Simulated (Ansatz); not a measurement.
# Dielectric function and optical constants of AlRu

What colour and refractive index does AlRu have at this level of theory?

Method: DFT, PBE, plane-wave PAW, default files, scalar-relativistic, independent-particle optical response without local fields, in Ansatz 0.2.0.

## 1. Set-up

The structure is cubic, space group Pm-3m (No. 221). The conventional cell has a = 2.992 Å, b = 2.992 Å, c = 2.992 Å, α = 90.00°, β = 90.00°, γ = 90.00°. Ru has 8 Al at 2.59 Å nearest. Al has 8 Ru at 2.59 Å nearest. Farther neighbours, and contacts between anions beyond the nearest, are not listed.

## 2. Ground state and bands

The self-consistent density comes first; it also tells whether there is a gap, which decides the occupations and the need for a Drude term.

This step: DFT, PBE, plane-wave PAW, default files, scalar-relativistic, ground state (Ansatz 0.2.0).

Contents of input.yaml:

```yaml
crystal:
  lattice:
    - [2.9916, 0.0, 0.0]
    - [0.0, 2.9916, 0.0]
    - [0.0, 0.0, 2.9916]
  atoms:
    - { symbol: Ru, position: [0.5, 0.5, 0.5] }
    - { symbol: Al, position: [0.0, 0.0, 0.0] }
kpoints:
  mp_grid: { grid: [8, 8, 8] }
  band_path:
    path:
      - [[0.0, 0.0, 0.0], [0.0, 0.5, 0.0], [0.5, 0.5, 0.0], [0.0, 0.0, 0.0], [0.5, 0.5, 0.5], [0.0, 0.5, 0.0]]
      - [[0.5, 0.5, 0.0], [0.5, 0.5, 0.5]]
    npoints: 10
scf:
  occupations: { method: fermi_dirac, width: 0.05 }
  n_extra_bands: 6
hamiltonian:
  xc: pbe
  pseudopotentials: { kind: paw }
output:
  forces: true
  stress: true
  populations: true
  write_bands: true
  write_density: true
  write_potential: true
  elf: true
  volumetric_format: npy
```

The run is started by

```bash
> ansatz run input.yaml --threads 4 --pin off --max-ram 8192MiB --backend cpu --events-out ev --progress --plain --runs-dir out
```

What it wrote:

```text
scf.n_extra_bands = 6 over 10 filled bands (N_el = 19.0): the run solves 16 bands
Engine: ansatz 0.2.0, x86_64-unknown-linux-gnu
Pseudopotentials: kind: paw
Pseudopotential: Ru, paw, valence charge 16, recommended cutoff 420 eV (normal), Ru.paw.azcp
Pseudopotential: Al, paw, valence charge 3, recommended cutoff 420 eV (normal), Al.paw.azcp
Functional definition: PBE
  parameter kappa = 0.804
  parameter beta = 0.066725
  exchange = pbe_x(kappa = kappa, mu = beta*pi^2/3)
  correlation = pbe_c(beta = beta)
Crystal: 2 atoms, lattice volume = 26.774 Å³
Basis set: ecut = 420 eV, 485 PW (Γ), exchange–correlation on 40×40×40 points (8 copies of the dense FFT grid, shifted against one another)
Bands: 16, of which v1, the nominal top of the filled ones, is band 10 counted from 1 (9 counted from 0)
Symmetry: 48 space group operations
Space group: Pm-3m (ITA 221), of the structure as read, at distance tolerance 3.0e-5 Å
k-points: 35 of 512
Non-local potential: Ru, projectors of the file, l = 0: 3, l = 1: 2, l = 2: 2, l = 3: 1
Non-local potential: Al, projectors of the file, l = 0: 2, l = 1: 2, l = 2: 1
PAW form: soft (Blöchl's): semilocal exchange-correlation on the pseudo side does not see the compensation charge
PAW one-centre angular grid: Ru, 590 points (default); XC on 64 Gauss nodes
PAW one-centre angular grid: Al, 110 points (default); XC on 64 Gauss nodes
Initial density: superposition of atomic densities (neutral atoms: chi_scale 0, normalization atom), corrected by the library's trained network
Initial wavefunctions: pseudopotential atomic-orbital guess
Functional: x = pbe(κ = 0.804, μ = 0.219515), c = pbe(β = 0.066725)
SCF iter   1: F=—  HF=-6417.437287 eV  |F-HF|=—  |Δ(HF+E_count)|=         —  Δρ=2.25e-3  dr2=1.06e-3  ethr=1.77e-3  ⟨swp⟩=5.3  Hψ=3059  notcnv=0  defer=16
preconditioner: auto → none  [metal: Δε(μ)=0.084 eV  Ē_g=10.964 eV  σ=0.050 eV  W_gap=0.40  n_scr=6 (ndim 8)  ℏωp=23.8 eV  f_vac=0.000  D(μ)=2.43/eV (n_scr^D=26)  sad-step TF]
SCF iter   2: F=—  HF=-6417.436932 eV  |F-HF|=—  |Δ(HF+E_count)|=   3.55e-4  Δρ=1.42e-3  dr2=5.35e-4  ethr=5.59e-6  ⟨swp⟩=2.0  Hψ=901  notcnv=0  defer=21
SCF iter   3: F=—  HF=-6417.436846 eV  |F-HF|=—  |Δ(HF+E_count)|=   8.58e-5  Δρ=3.02e-4  dr2=1.10e-5  ethr=2.81e-6  ⟨swp⟩=1.4  Hψ=562  notcnv=0  defer=21
SCF iter   4: F=—  HF=-6417.436735 eV  |F-HF|=—  |Δ(HF+E_count)|=   1.12e-4  Δρ=9.14e-5  dr2=1.09e-6  ethr=5.81e-8  ⟨swp⟩=2.5  Hψ=741  notcnv=0  defer=21
iter 5 did not close the SCF: its close was put off for the readings that it lacked (scf_convergence_deferred on its scf_iter line)
SCF iter   5: F=-6417.436734 eV  HF=-6417.436734 eV  |F-HF|=2.31e-8  |Δ(HF+E_count)|=   1.92e-7  Δρ=2.46e-5  dr2=4.30e-8  ethr=5.76e-9  ⟨swp⟩=2.4  Hψ=800  notcnv=0  defer=21
SCF iter   6: F=-6417.436734 eV  HF=-6417.436734 eV  |F-HF|=1.17e-9  |Δ(HF+E_count)|=   1.47e-8  Δρ=5.76e-6  dr2=2.33e-9  ethr=2.26e-10  ⟨swp⟩=8.7  Hψ=3037  notcnv=0
SCF 1 converged in 6 iterations: F = -6417.436734 eV  dr2 = 2.33e-9
  greatest PAW one-centre occupation: 0.998 electrons in one spin orbital (limit 2), on the Ru atom at site 0 (counted from 0), in its partial waves of l = 0
NSCF: frozen V_eff on 62 k-points
SCF converged after 6 iterations
Free energy (F): -6417.436734 eV
Harris-Foulkes:  -6417.436734 eV  (|F-HF|=1.17e-9)
Internal energy: -6417.417543 eV  (E = F + TS)
E sigma→0 (E₀):  -6417.427139 eV
Entropy (-TS):   -0.019191 eV (-9.596 meV/atom)
Fermi energy:    16.180233 eV
--- Per-component energies (eV) ---
  E_band       = -119.406083
  E_kinetic    = 543.514073
  E_local      = -1798.678534  (includes V_loc(G=0)·N_el)
  E_nonlocal   = 354.752674
  E_hartree    = 639.379683
  E_xc         = -232.275693
  E_vxc        = -270.790869  (∫ρ·V_xc dr)
  E_paw        = -3929.285797  (= ΣΔE_a)
  E_vpaw       = -226.961586  (= ΣTr[D̂ρ^β])
  E_aug_tail   = -0.000174  (compensation charges beyond the density's cutoff)
  E_ewald      = -1994.823776
  E_smearing   = -0.019191  (= −TS)
  E_closure    = -0.000000  (closes the sum)
  Σ components = -6417.436734   (vs F -6417.436734, Δ=0.00e0)
--- Forces (eV/Å), atoms counted from 1 ---
  atom   1  Ru     0.00000000     0.00000000    -0.00000000
  atom   2  Al    -0.00000000     0.00000000    -0.00000000
  max |Σ_I F_I| component: 1.82e-29 eV/Å
--- Stress (GPa, compression-positive) ---
        2.943551       0.000000       0.000000
       -0.000000       2.943551       0.000000
        0.000000       0.000000       2.943551
  P = ⅓ Tr σ = 2.9436 GPa (29.436 kbar)
--- Band table (eV; the first three rows and the last of 35) ---
  k-point 0: bands = [... 6 lower, 12.5606, 16.3157, 16.3157, 16.3157, 22.1991, 22.1991, 22.1991, 27.0503, ... 2 higher]
  k-point 1: bands = [... 6 lower, 12.6643, 15.9675, 15.9675, 16.3517, 20.9645, 22.7737, 22.7737, 26.4186, ... 2 higher]
  k-point 2: bands = [... 6 lower, 12.9320, 15.2846, 15.2846, 16.4403, 19.2328, 24.1388, 24.1388, 25.1075, ... 2 higher]
  k-point 34: bands = [... 6 lower, 11.4965, 17.7650, 17.7650, 18.6981, 20.2479, 20.2479, 20.2479, 24.6633, ... 2 higher]
--- Löwdin populations: 2 sites ---
  site symbol       q [e]
     0     Ru     16.0248
     1     Al      2.8808
  spilling = 0.004969 (of n_electrons = 19.000000)
```

The job ended after 0.42 s (4 threads of Intel Xeon 6975P-C (Granite Rapids), shared host; peak memory 0.35 GiB).

In the SCF lines HF is the Harris–Foulkes energy and dr2 the Hartree energy of the density residual, in eV; the loop may stop once dr2 is under the threshold and the program's other checks hold. Hψ counts applications of the Hamiltonian.

Read-outs:

```
free energy         : -6417.4367 eV
Fermi energy        : 16.18 eV
electrons           : 19
symmetry operations : 48
pressure            : 2.944 GPa
volume              : 26.77 Å³
gap on the path     : 0 eV
```

There are states at the Fermi level within the smearing, so the occupations stay smeared and the carriers get a Drude term. The cell is left with a pressure of 2.9 GPa, as it stands unrelaxed at this level.

Electronic bands along the path, in eV, zero at the Fermi level; # counts the bands kept:

```
    point     #2     #3     #4     #5     #6    #7    #8     #9
        Γ  -3.62  -3.62   0.14   0.14   0.14  6.02  6.02   6.02
  halfway  -3.53  -3.25  -0.90  -0.90   0.26  3.05  7.96   7.96
        X  -5.55  -2.82  -1.65  -1.65   0.39  2.25  7.34  10.92
  halfway  -4.71  -2.21  -1.66  -1.44  -0.50  2.09  7.28   7.35
        M  -3.11  -1.43  -1.43  -1.21  -1.21  1.49  5.26   6.19
  halfway  -3.47  -2.78  -1.70  -0.83  -0.57  3.45  5.33   9.38
        Γ  -3.62  -3.62   0.14   0.14   0.14  6.02  6.02   6.02
  halfway  -3.00  -3.00  -1.41  -1.33  -1.33  5.31  5.31   6.25
        R  -4.68  -4.68   1.58   1.58   2.52  4.07  4.07   4.07
  halfway  -3.94  -3.44  -1.47  -1.12   0.67  2.38  6.55   8.14
        X  -5.55  -2.82  -1.65  -1.65   0.39  2.25  7.34  10.92
jump to M  -3.11  -1.43  -1.43  -1.21  -1.21  1.49  5.26   6.19
  halfway  -3.76  -3.76  -1.41   1.54   1.84  1.84  4.48   5.13
        R  -4.68  -4.68   1.58   1.58   2.52  4.07  4.07   4.07
```

The electronic bands as a text plot (rows in eV, shown from -8.0 to 8.0 only):

```
    7.7 |   * ******      *    *                   * *****
    7.0 |  *        **   *      *
    6.3 |**         *****        ********         * *     *
    5.7 |*            * *****  *** ***** **      *         *
    5.0 | *            *     ***        *****      *      *****
    4.3 |  *                  *              **** *          * **
    3.7 |                    *              *   **            ***
    3.0 |   *              **                *  ***           **
    2.3 |    *******      *                   **  ********      *
    1.7 |           ******                  * ***  *      *******
    1.0 |                                    *  **  *       *  **
    0.3 |*********               ***       **    **     ** *  *
   -0.3 | **      **         ****  **      *      *  ***
   -1.0 |   **      ********** *     ******        *****  *
   -1.7 |     *****************         *           **  *** **
   -2.3 |         **      ***                         **   *
   -3.0 |   ******     **    ***     ****            *  ****
   -3.7 |*****       **  ***** ******    ***       **       **
   -4.3 |     *     *                       **  ***  *        ***
   -5.0 |      *   *                        *******   *       ***
   -5.7 |       ******                   ***       ******* ***
   -6.3 |      *      *****                               *
   -7.0 |                  **           *
   -7.7 |     *              *         *
         Γ      X      M          Γ            R        X|M     R
```

Electrostatic potential energy in the ac plane at fractional y = 0.000, with atoms of Al within 0.2 Å of it. With pseudopotentials it is smooth inside the atoms' cores, unlike the true potential.

Values in eV, 15 rows by 15 columns:
```
12 11  5 -1  1 10 15 17 17 15 10  1 -1  5 11
 7  5  0 -1  4 12 16 17 17 16 12  4 -1  0  5
-1 -1 -1  2  9 14 16 18 18 16 14  9  2 -1 -1
 1  1  4  9 13 16 17 18 18 17 16 13  9  4  1
 9 10 12 14 16 17 17 17 17 17 17 16 14 12 10
15 15 16 16 17 17 17 17 17 17 17 17 16 16 15
17 17 17 18 18 17 17 17 17 17 17 18 18 17 17
17 17 17 18 18 17 17 17 17 17 17 18 18 17 17
15 15 16 16 17 17 17 17 17 17 17 17 16 16 15
 9 10 12 14 16 17 17 17 17 17 17 16 14 12 10
 1  1  4  9 13 16 17 18 18 17 16 13  9  4  1
-1 -1 -1  2  9 14 16 18 18 16 14  9  2 -1 -1
 7  5  0 -1  4 12 16 17 17 16 12  4 -1  0  5
12 11  5 -1  1 10 15 17 17 15 10  1 -1  5 11
13 12  7 -1  1  9 15 17 17 15  9  1 -1  7 12
```
Atoms in or near the plane, at fractional coordinates: Al at (0.00, 0.00).

ELF in the ac plane at fractional y = 0.000, with atoms of Al within 0.2 Å of it. It is the smooth field of the valence electrons, not physical close to the nuclei.

Values, 15 rows by 15 columns:
```
0.11 0.05 0.01 0.10 0.32 0.44 0.44 0.42 0.42 0.44 0.44 0.32 0.10 0.01 0.05
0.01 0.01 0.05 0.23 0.42 0.47 0.45 0.42 0.42 0.45 0.47 0.42 0.23 0.05 0.01
0.07 0.10 0.23 0.40 0.49 0.48 0.44 0.41 0.41 0.44 0.48 0.49 0.40 0.23 0.10
0.27 0.32 0.42 0.49 0.50 0.46 0.42 0.39 0.39 0.42 0.46 0.50 0.49 0.42 0.32
0.42 0.44 0.47 0.48 0.46 0.43 0.39 0.37 0.37 0.39 0.43 0.46 0.48 0.47 0.44
0.44 0.44 0.45 0.44 0.42 0.39 0.37 0.36 0.36 0.37 0.39 0.42 0.44 0.45 0.44
0.42 0.42 0.42 0.41 0.39 0.37 0.36 0.35 0.35 0.36 0.37 0.39 0.41 0.42 0.42
0.42 0.42 0.42 0.41 0.39 0.37 0.36 0.35 0.35 0.36 0.37 0.39 0.41 0.42 0.42
0.44 0.44 0.45 0.44 0.42 0.39 0.37 0.36 0.36 0.37 0.39 0.42 0.44 0.45 0.44
0.42 0.44 0.47 0.48 0.46 0.43 0.39 0.37 0.37 0.39 0.43 0.46 0.48 0.47 0.44
0.27 0.32 0.42 0.49 0.50 0.46 0.42 0.39 0.39 0.42 0.46 0.50 0.49 0.42 0.32
0.07 0.10 0.23 0.40 0.49 0.48 0.44 0.41 0.41 0.44 0.48 0.49 0.40 0.23 0.10
0.01 0.01 0.05 0.23 0.42 0.47 0.45 0.42 0.42 0.45 0.47 0.42 0.23 0.05 0.01
0.11 0.05 0.01 0.10 0.32 0.44 0.44 0.42 0.42 0.44 0.44 0.32 0.10 0.01 0.05
0.16 0.11 0.01 0.07 0.27 0.42 0.44 0.42 0.42 0.44 0.42 0.27 0.07 0.01 0.11
```
Atoms in or near the plane, at fractional coordinates: Al at (0.00, 0.00).

(Continued in part 2 of 2.)

[Long decimals in the printed logs are rounded to 6 places.]

[Logs are printed without paths, hosts, clocks, repeated set-up lines and the standing remarks that a program may print on its own settings, such as how far it seeks lower states.]

[Hosts, paths, dates, database ids (printed as entryN), source tags and the programs' standing remarks are cut or masked in the printed files.]

[Where the starting crystal was built by hand or by swapping elements, it need not be the compound's stable phase.]

[The count of steps not shown may lack steps that the program refused or didn't finish.]
